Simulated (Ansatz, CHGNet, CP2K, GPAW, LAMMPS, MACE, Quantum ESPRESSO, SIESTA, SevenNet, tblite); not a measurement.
# Amorphous Si (114 atoms) in GPAW, part 2 of 2

Wanted: GPAW inputs and outputs for amorphous Si (114 atoms), checked against a plane-wave reference.

Program: GPAW 26.7.0; the method stands at each step. Banners, paths, timers and routine set-up lines are dropped from the logs unmarked, and long logs keep their key lines alone; longer cuts are marked.

So far. Step 4 (PBE, LCAO szp(dzp), h 0.2 Å): Against the first run (5.9 %), the force difference from the reference is 18 %, at 0.68 times the CPU time (on 1 against 2 cores), with 1026 basis functions against 1482: the smaller basis costs accuracy. Step 5 (PBE, LCAO dzp, h 0.2 Å, other mixer settings): Against the first run (5.9 %), the force difference from the reference is 5.8 %, at 1.3 times the CPU time: another solver or mixer reaches the same state.

### 6. PBE, LCAO sz(dzp), h 0.2 Å

Method: Kohn-Sham DFT, PBE, PAW, atomic orbitals (sz(dzp)).

File run.py:

```python
import numpy as np
from ase.io import read
from gpaw import GPAW, FermiDirac

atoms = read("structure.xyz")
atoms.calc = GPAW(
    mode="lcao",
    basis="sz(dzp)",
    h=0.2,
    xc="PBE",
    kpts={"size": (1, 1, 1), "gamma": True},
    occupations=FermiDirac(0.05),
    maxiter=200,
    symmetry={"point_group": False},
    txt="gpaw.txt",
)
energy = atoms.get_potential_energy(force_consistent=True)
forces = atoms.get_forces()
print(f"energy {energy:.6f} eV")
print("forces (eV/A)")
for i, (a, f) in enumerate(zip(atoms, forces)):
    print(f"{i:4d} {a.symbol:2s} {f[0]:10.5f} {f[1]:10.5f} {f[2]:10.5f}")
print(f"Fermi level {atoms.calc.get_fermi_level():.4f} eV")
for k in range(len(atoms.calc.get_ibz_k_points())):
    for s in range(atoms.calc.get_number_of_spins()):
        e = atoms.calc.get_eigenvalues(kpt=k, spin=s)
        n = np.searchsorted(e, atoms.calc.get_fermi_level())
        print(f"k {k} spin {s} levels about the Fermi level:", np.round(e[max(n - 6, 0):n], 4).tolist(), "|", np.round(e[n:n + 6], 4).tolist())
```

File structure.xyz:

```xyz
114
Lattice="13.28010 0.00000 0.00000 0.00000 13.28010 0.00000 0.00000 0.00000 13.28010" Properties=species:S:1:pos:R:3 pbc="T T T"
[... 114 atom lines left out: the same atoms as in the first run ...]
```

On the command line:

```
OMP_NUM_THREADS=1 python run.py > output.txt
```

Output:

```text
energy -494.840470 eV
forces (eV/A)
   0 Si    0.35740    0.83073   -0.17529
   1 Si   -0.50833   -0.59687    0.66357
   2 Si    1.07412   -1.32714   -1.76099
   3 Si    1.06925    0.62391   -1.30251
   4 Si    1.56898   -0.86441   -1.04168
   5 Si    0.09132   -1.36471   -0.51288
[...]
111 Si    0.50464    2.12763    0.48083
 112 Si   -1.48320    0.57950   -1.06935
 113 Si    0.08963    0.09858    1.04846
Fermi level 5.5190 eV
k 0 spin 0 levels about the Fermi level: [4.6993, 4.8212, 4.8841, 5.1747, 5.3511, 5.4035] | [5.6172, 5.8378, 5.9705, 6.1615, 6.2142, 6.3503]
```

gpaw.txt:

```text
Input parameters:
  mode=LCAO(),
  basis={'default': 'sz(dzp)'},
  h=0.2,
  kpts=MonkhorstPack(size=(1, 1, 1), gamma=True),
  maxiter=200,
  occupations=Occupations(name='fermi-dirac', width=0.05, fixmagmom=False),
[... lines left out ...]
  Fermi-Dirac:
[... lines left out ...]
convergence criteria:
- Maximum [total energy] change in last 3 cyles: 0.0005 eV / valence electron
[... lines left out ...]
Converged in 15 steps
[... lines left out ...]
  Free energy:    -494.840470
[... lines left out ...]
Fermi level: 5.519
[... lines left out ...]
|        ... |               |           |
|        277 |         8.601 |     0.000 |
Gap: 0.214 eV
Transition (v -> c):
  (s=0, k=0, n=227, [0.00, 0.00, 0.00]) -> (s=0, k=0, n=228, [0.00, 0.00, 0.00])
No difference between direct/indirect transitions
Force computation time: 9.797  # s
timing:  # [seconds]
  Total:  99.455  # ━━━━━━━━━━━━━━━━━━━━━━━━━━━━━━━━━━━━━━━━━━━━━━━━━━━━━━━━━
  Init:   10.194  # ━━━━━━
  SCF:    79.431  # ━━━━━━━━━━━━━━━━━━━━━━━━━━━━━━━━━━━━━━━━━━━━━╸
  Forces:  9.797  # ━━━━━╸
```

It took 1.7 min on 1 thread of Arm Neoverse V2, shared host; peak memory 1.9 GiB.

Against the reference:

```
r.m.s. force component                  : 1.127 eV/Å
r.m.s. difference of force components   : 373.6 meV/Å
longest difference of force vectors     : 1267 meV/Å
force difference over r.m.s. force      : 46.07 %
slope of forces against the reference's : 1.36
correlation of force components         : 0.9784
```

This is a coarse setting, run to see what it loses.

Against the first run (5.9 %), the force difference from the reference is 46 %, at 0.20 times the CPU time (on 1 against 2 cores), with 456 basis functions against 1482: the smaller basis costs accuracy.

### 7. All runs compared

Differences are against the plane-wave reference, forces as r.m.s. over components; share is that over the reference's r.m.s. force, slope the least-squares factor from reference forces to these. Total energies of different programs have different zeros and aren't compared.

| run | Δ force, r.m.s. (meV/Å) | share (%) | slope | cores | CPU time | memory (GiB) |
| --- | --- | --- | --- | --- | --- | --- |
| reference | - | - | - | 8 | 1.7 min | 2.5 |
| GPAW PBE, LCAO dzp, h 0.2 Å | 47.5 | 5.86 | 1.046 | 2 | 8.4 min | 2.8 |
| GPAW PBE, LCAO dzp, h 0.22 Å (coarse) | 47.3 | 5.84 | 1.046 | 2 | 6.3 min | 2.1 |
| GPAW PBE, LCAO szp(dzp), h 0.2 Å (coarse) | 145 | 17.9 | 1.114 | 1 | 5.7 min | 2.5 |
| GPAW PBE, LCAO dzp, h 0.2 Å, other mixer settings | 47.4 | 5.84 | 1.046 | 2 | 11 min | 2.8 |
| GPAW PBE, LCAO sz(dzp), h 0.2 Å (coarse) | 374 | 46.1 | 1.360 | 1 | 1.7 min | 1.9 |

Rows marked coarse were listed beforehand as settings not expected to be converged; some can still land near the reference.

CPU time is summed over cores on a shared host, where runs went side by side, so it is rough. Symmetry, cutoffs, thresholds, outputs and thread counts weren't matched or tuned between programs; memory under MPI is the largest rank's times the ranks.

Within one program, basis, potentials and functional, energies share a zero. Each run against its twin at the usual cutoff or grid and solver:

| run | twin | Δ energy (meV/atom) | Δ force, r.m.s. (meV/Å) | CPU time over the twin's |
| --- | --- | --- | --- | --- |
| GPAW PBE, LCAO dzp, h 0.22 Å | LCAO dzp, h 0.2 Å | 2.29 | 2.96 | 0.76 |
| GPAW PBE, LCAO dzp, h 0.2 Å, other mixer settings | LCAO dzp, h 0.2 Å | 0 | 0.805 | 1.3 |

### 8. Summary of results

```yaml
nearest_in_forces: a tie at 5.8 % of 2 runs: GPAW PBE, LCAO dzp, h 0.22 Å (coarse); GPAW PBE, LCAO dzp, h 0.2 Å, other mixer settings
```

**Reading.** The PBE runs in local orbitals, coarse settings apart, differ by 5.8 % (GPAW PBE, LCAO dzp, h 0.2 Å, other mixer settings) to 5.9 % (GPAW PBE, LCAO dzp, h 0.2 Å); basis, grid and potentials can all enter. Runs with settings chosen to be coarse differ by 5.8 % (GPAW PBE, LCAO dzp, h 0.22 Å) to 46 % (GPAW PBE, LCAO sz(dzp), h 0.2 Å), their programs' other errors included. None of the electronic-structure runs in the table takes under half the reference's CPU time of 1.7 min; they take 0.98 to 6.1 times as much. GPAW PBE, LCAO sz(dzp), h 0.2 Å stiffens the forces by a factor of 1.36 while following their directions (correlation 0.978); the slopes of the 5 GPAW runs lie between 1.05 and 1.36. The quench rate of 10 K/ps is many orders above laboratory rates, so the cell is likely richer in defects and strain than a real sample. The network of bonds at the start is that of the classical potential that made the cell, and needn't be the one that DFT or experiment would give. The electronic-structure runs sample only Γ, in a cell whose shortest periodic width is 13 Å, which is coarse for a cell with partly filled levels.

[Also dropped from logs without a mark: logging warnings of Python, and SIESTA's first energy breakdown and zero terms.]

[Logs are printed without paths, hosts, clocks, repeated set-up lines and the standing remarks that a program may print on its own settings, such as how far it seeks lower states.]

[Hosts, paths, dates, database ids (printed as entryN), source tags and the programs' standing remarks are cut or masked in the printed files.]
